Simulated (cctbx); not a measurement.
## Diagnosing a refinement

Cell a = 4.0800 Å, b = 4.0800 Å, c = 14.2710 Å, α = 90.00°, β = 90.00°, γ = 90.00°; space group I4/mmm (no. 139).

Simulated single-crystal data (cctbx): Mo Kα, λ = 0.71073 Å, to d = 0.6 Å, 80 % of the full sphere, strongest reflection 70000 counts, noise from counting, a 3 % proportional error and a noise floor of 8 counts (s.d.); no absorption, and some extinction, which the refinements don't model.

An isotropic refinement with weights 1/σ² prints:

```text
Rint 0.025, 205 unique reflections to 0.60 A
cycle     R1     wR2    GooF  max shift (A)
   1  0.6577  0.9103  64.255   0.16986
   2  0.4810  0.7564  53.395   0.00000
final R1 0.4810 wR2 0.7564 GooF 53.395  parameters 4  data/parameter 51.2
atom        x        y        z      Ueq    occ   su(xyz)  su(Uiso or U11)
Rb1    0.00000  0.00000  0.00000   0.0013  1.000  0.00000  0.0035
Sc1    0.50000  0.00000  0.25000   0.0001  1.000  0.00000  0.0050
P1     0.50000  0.50000  0.17500   0.0539  1.000  0.00656  0.0303
difference map: max 180.02 min -23.85 rms 7.33
Q1    0.0000  0.0000  0.0000    2  180.02  0.00 A from Rb1
Q2    0.0000  0.0000  0.3443    4  128.49  0.28 A from P1
Q3    0.0000  0.5000  0.2500    4   92.97  0.00 A from Sc1
Q4    0.0000  0.5000  0.0976    8   19.70  2.18 A from Sc1
Q5    0.0000  0.0000  0.1811    4    8.08  2.05 A from P1
Q6    0.0000  0.0000  0.1158    4    5.62  1.65 A from Rb1
```

Q: Accept it or mend it, and why?

Mend it. The fault: start far from the minimum. Against the right model at the same level, R1 goes from 0.0067 to 0.4810 and GooF from 1.03 to 53.40 and the top difference peak, 180.0 e/Å³, lies on Rb1. Least squares finds the nearest minimum, not the best.

The compound is RbSc2P2. The right model at the same level gives:

```text
Rint 0.025, 205 unique reflections to 0.60 A
cycle     R1     wR2    GooF  max shift (A)
   1  0.1285  0.2747  19.394   0.00411
   2  0.0067  0.0146   1.030   0.00000
final R1 0.0067 wR2 0.0146 GooF 1.030  parameters 4  data/parameter 51.2
atom        x        y        z      Ueq    occ   su(xyz)  su(Uiso or U11)
Rb1    0.00000  0.00000  0.00000   0.0101  1.000  0.00000  0.0000
Sc1    0.50000  0.00000  0.25000   0.0133  1.000  0.00000  0.0000
P1     0.50000  0.50000  0.15659   0.0115  1.000  0.00002  0.0000
difference map: max 0.23 min -0.45 rms 0.07
Q1    0.0000  0.0000  0.2310    4    0.23  1.60 A from P1
Q2    0.1583  0.1583  0.5000    8    0.22  1.97 A from Rb1
Q3    0.0000  0.5000  0.0000    4    0.18  2.04 A from Rb1
Q4    0.0000  0.2288  0.1166   16    0.16  1.91 A from Rb1
Q5    0.1780  0.1780  0.0714   16    0.14  1.45 A from Rb1
Q6    0.0000  0.2194  0.4615   16    0.14  1.91 A from P1
```

Isotropic U is held between 0.0001 and 1 Å² by the program, and listed peak heights are interpolated, so they can pass the grid's maximum.

The model was made for the exercise: a known structure type with other elements put in, its volume estimated, not relaxed; displacement parameters are assumed.

[Middle refinement cycles are left out of these outputs.]

[Logs are printed without paths, hosts, clocks, repeated set-up lines and the standing remarks that a program may print on its own settings, such as how far it seeks lower states.]
